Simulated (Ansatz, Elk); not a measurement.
## How far do independent atoms describe KAl3?

Structure refinements treat a crystal as free atoms side by side. For a made-up structure of KAl3 (cell and positions from a r2SCAN relaxation) the runs below show what the calculated density changes in F(hkl).

Calculated with Elk 11.2.3 (patched build); DFT, PBE, all-electron APW+lo, Dirac cores, scalar-relativistic bands, static density, no spin.

This account leaves out most program logs.

The structure was built from a prototype and need not be the compound's stable phase.

## 1. Set-up

It takes space group P-6m2 (No. 187, hexagonal). Conventional cell: a = 3.117 Å, b = 3.117 Å, c = 10.206 Å, α = 90.00°, β = 90.00°, γ = 120.00°. K has 6 K at 3.12 Å and 6 Al at 3.48 Å nearest. Nearest to Al lie 9 Al at 2.78 to 3.12 Å and 3 K at 3.48 Å. Nearest to Al lie 6 Al at 2.78 Å. Farther neighbours are not listed.

## 2. Ground state and structure factors

An all-electron density is needed, since X-rays see the cores too. Task 0 finds the density and task 195 Fourier-transforms it; tshift is off so that phases refer to the origin typed.

Input file elk.in:

```
tasks
  0
  195

xctype
  20

spinpol
  .false.

rgkmax
  7.0

gmaxvr
  14.0

lmaxo
  7

lmaxapw
  8

swidth
  0.002

tshift
  .false.

ramdisk
  .false.

hmaxvr
  5.5

maxscl
  120

epspot
  1e-06

sppath
  './'

avec
  5.88943651520 -0.00000000000 0.00000000000
  -2.94471825760 5.10040163614 0.00000000000
  0.00000000000 0.00000000000 19.28567238224

atoms
  2
  'K.in'
  1
  -0.0000000000 0.0000000000 0.0000000000   0.000000 0.000000 0.000000
  'Al.in'
  3
  0.6666666667 0.3333333333 0.7079194890   0.000000 0.000000 0.000000
  0.6666666667 0.3333333333 0.2920805110   0.000000 0.000000 0.000000
  -0.0000000000 0.0000000000 0.5000000000   0.000000 0.000000 0.000000

ngridk
  8 8 3
```

Command:

```console
OMP_NUM_THREADS=4 elk
```

It took 36 s on 4 threads of Arm Neoverse N1, shared host; peak memory 0.18 GiB; 99 s of CPU time.

SFACRHO.OUT:

```text

h k l indices transformed by vhmat matrix:
   1.000000000       0.000000000       0.000000000    
   0.000000000       1.000000000       0.000000000    
   0.000000000       0.000000000       1.000000000    

      h      k      l  multipl.   |H|            Re(F)            Im(F)           |F|

      0      0      0      1   0.0000000       57.999999      0.69284879E-16   57.999999    
      0      0     -1      2  0.32579550     -0.79267288     -0.52827563E-14  0.79267288    
      0      0     -2      2  0.65159100       8.4488409     -0.14700864E-13   8.4488409    
      0      0     -3      2  0.97738650       19.399135      0.27731157E-14   19.399135    
      0      1      0      3   1.2319001       14.171349       16.289261       21.590905    
     -1      1      0      3   1.2319001       14.171349      -16.289261       21.590905    
      0     -1     -1      6   1.2742529       7.1031824       4.1898734       8.2468320    
      1     -1      1      6   1.2742529       7.1031824      -4.1898734       8.2468321    
      0      0     -4      2   1.3031820       31.761300      0.46696786E-13   31.761300    
      0     -1      2      6   1.3936100       30.130821       13.372478       32.964974    
      1     -1     -2      6   1.3936100       30.130821      -13.372478       32.964974    
      0     -1     -3      6   1.5725337      -1.9337149      -10.552913       10.728617    
      0      1      3      6   1.5725337      -1.9337149       10.552913       10.728617    
      0      0      5      2   1.6289775      -12.268350      0.10294197E-12   12.268350    
     -1      0     -4      6   1.7932822       15.896576       6.9517187       17.350145    
      1      0      4      6   1.7932822       15.896576      -6.9517187       17.350145    
      0      0     -6      2   1.9547730       19.249373      0.33524505E-13   19.249373    
     -1      0     -5      6   2.0423383       10.604969      -13.029462       16.799769
```

Elk indexes on the primitive cell of elk.in and gives |H| = 4π sin θ/λ in inverse bohr. Below, one row stands for each form hkl of the conventional cell (m members, Friedel mates merged), F is for one primitive cell and the density is static (no thermal factor). Free-atom factors are Waasmaier and Kirfel's, and R is Σm||F|−|F'||/Σm|F|.

| hkl | m | sin θ/λ (Å⁻¹) | abs F, DFT | neutral atoms | diff. | abs of complex diff. |
| --- | --- | --- | --- | --- | --- | --- |
| 001 | 2 | 0.049 | 0.793 | 0.741 | +0.052 | 0.052 |
| 002 | 2 | 0.098 | 8.449 | 8.593 | -0.144 | 0.144 |
| 003 | 2 | 0.147 | 19.399 | 19.639 | -0.240 | 0.240 |
| 100 | 6 | 0.185 | 21.591 | 21.585 | +0.006 | 0.011 |
| 101 | 12 | 0.192 | 8.247 | 8.266 | -0.019 | 0.020 |
| 004 | 2 | 0.196 | 31.761 | 32.127 | -0.366 | 0.366 |
| 102 | 12 | 0.210 | 32.965 | 33.104 | -0.139 | 0.150 |
| 103 | 12 | 0.236 | 10.729 | 10.875 | -0.146 | 0.237 |
| 005 | 2 | 0.245 | 12.268 | 12.649 | -0.381 | 0.381 |
| 104 | 12 | 0.270 | 17.350 | 17.390 | -0.040 | 0.048 |
| 006 | 2 | 0.294 | 19.249 | 19.312 | -0.062 | 0.062 |
| 105 | 12 | 0.307 | 16.800 | 16.818 | -0.018 | 0.059 |
| 110 | 6 | 0.321 | 33.413 | 33.417 | -0.004 | 0.004 |
| 111 | 12 | 0.325 | 1.117 | 1.142 | -0.025 | 0.025 |

## 3. The highest occupied states alone

An energy window below the Fermi level keeps the highest occupied states, to see at which angles they scatter; shallow core shells can lie inside it and anion s states outside. No new self-consistency is needed.

Edit elk.in of step 2 so:

```diff
@@ -1,3 +1,2 @@
 tasks
-  0
   195
@@ -40,2 +39,5 @@
 
+wsfac
+  -0.340880 0.510360
+
 sppath
```

Command:

```console
OMP_NUM_THREADS=4 elk
```

Wall time 11 s (4 threads); peak memory 0.18 GiB.

States within 15 eV below the Fermi level hold 10.00 electrons; any levels below the window count with the cores. Their amplitudes can exceed the total, where window and core parts have opposite phase:

```csv
hkl,sin θ/λ (Å⁻¹),"abs F, window","abs F, all"
001,0.049,3.316,0.793
002,0.098,1.162,8.449
003,0.147,0.047,19.399
100,0.185,0.497,21.591
101,0.192,0.171,8.247
004,0.196,0.037,31.761
102,0.210,0.180,32.965
103,0.236,0.243,10.729
005,0.245,0.413,12.268
104,0.270,0.082,17.350
```

## 4. Another functional

The difference from free atoms is small, so it is set against the change that LDA (Perdew-Wang) makes.

Edit elk.in of step 3 so:

```diff
@@ -1,2 +1,3 @@
 tasks
+  0
   195
@@ -4,3 +5,3 @@
 xctype
-  20
+  3
 
@@ -39,5 +40,2 @@
 
-wsfac
-  -0.340880 0.510360
-
 sppath
```

Command:

```console
OMP_NUM_THREADS=4 elk
```

Elapsed: 27 s, on 4 threads; peak memory 0.18 GiB.

Against the first run R = 0.13 %; the largest change is -0.049 at 115.

## 5. A coarser k-mesh

About half the k-points along each axis test the sampling.

Edit elk.in of step 4 so:

```diff
@@ -5,3 +5,3 @@
 xctype
-  3
+  20
 
@@ -60,2 +60,2 @@
 ngridk
-  8 8 3
+  4 4 2
```

Command:

```console
OMP_NUM_THREADS=4 elk
```

Run time: 23 s. Hardware: 4 threads; peak memory 0.18 GiB.

Against the first run R = 0.01 %; the largest change is -0.066 at 003.

## 6. Basis size

The basis and the expansions that go with it are enlarged, to see whether the differences are converged.

Edit elk.in of step 5 so:

```diff
@@ -11,12 +11,12 @@
 rgkmax
-  7.0
+  8.5
 
 gmaxvr
-  14.0
+  18.0
 
 lmaxo
-  7
+  9
 
 lmaxapw
-  8
+  10
 
@@ -60,2 +60,2 @@
 ngridk
-  4 4 2
+  8 8 3
```

Command:

```console
OMP_NUM_THREADS=4 elk
```

Elapsed: 1.9 min, on 4 threads; peak memory 0.28 GiB.

Against the first run R = 0.00 %; the largest change is -0.002 at 005.

## 7. Settings against the effect

```csv
run,R against the first run (%),"R against neutral atoms, low angle (%)",wall time
"PBE, rgkmax 7",0.00,0.58,36 s
LDA (Perdew-Wang),0.13,0.59,27 s
k-mesh 4×4×2,0.01,0.60,23 s
rgkmax 8.5 with larger expansions,0.00,0.58,1.9 min
```

## 8. Results

```
R against neutral atoms, sin θ/λ < 0.3 Å⁻¹ : 0.58 %
R against neutral atoms, 0.3 to 0.82 Å⁻¹   : 0.13 %
```

Independent neutral atoms miss the calculated amplitudes by R = 0.58 % below 0.3 Å⁻¹ and 0.13 % from there to 0.82 Å⁻¹; by shells, 1.52 % below 0.15 Å⁻¹ (3 forms), 0.53 % 0.15 to 0.3 (8 forms), 0.11 % 0.3 to 0.45 (20 forms), 0.13 % above 0.45 (94 forms). Bonding, aspherical density and the tables' own atoms all enter these figures, and the runs don't part them. The largest change of an amplitude is -0.38 electrons, at 005. R counts amplitudes alone; phases shift too. The window's part falls from 10.0 electrons at the origin to at most 0.17 between 0.45 and 0.82 Å⁻¹. Below 0.3 Å⁻¹ the changes that finished (LDA (Perdew-Wang), k-mesh 4×4×2 and rgkmax 8.5 with larger expansions) move F by R = 0.07 % at most, against the 0.58 % that separates it from free atoms. Part of the difference isn't bonding: the tables are fits to free atoms and ions calculated by other methods than this functional. Thermal motion, anomalous dispersion and extinction are left out.

[Logs are printed without paths, hosts, clocks, repeated set-up lines and the standing remarks that a program may print on its own settings, such as how far it seeks lower states.]

[Hosts, paths, dates, database ids (printed as entryN), source tags and the programs' standing remarks are cut or masked in the printed files.]
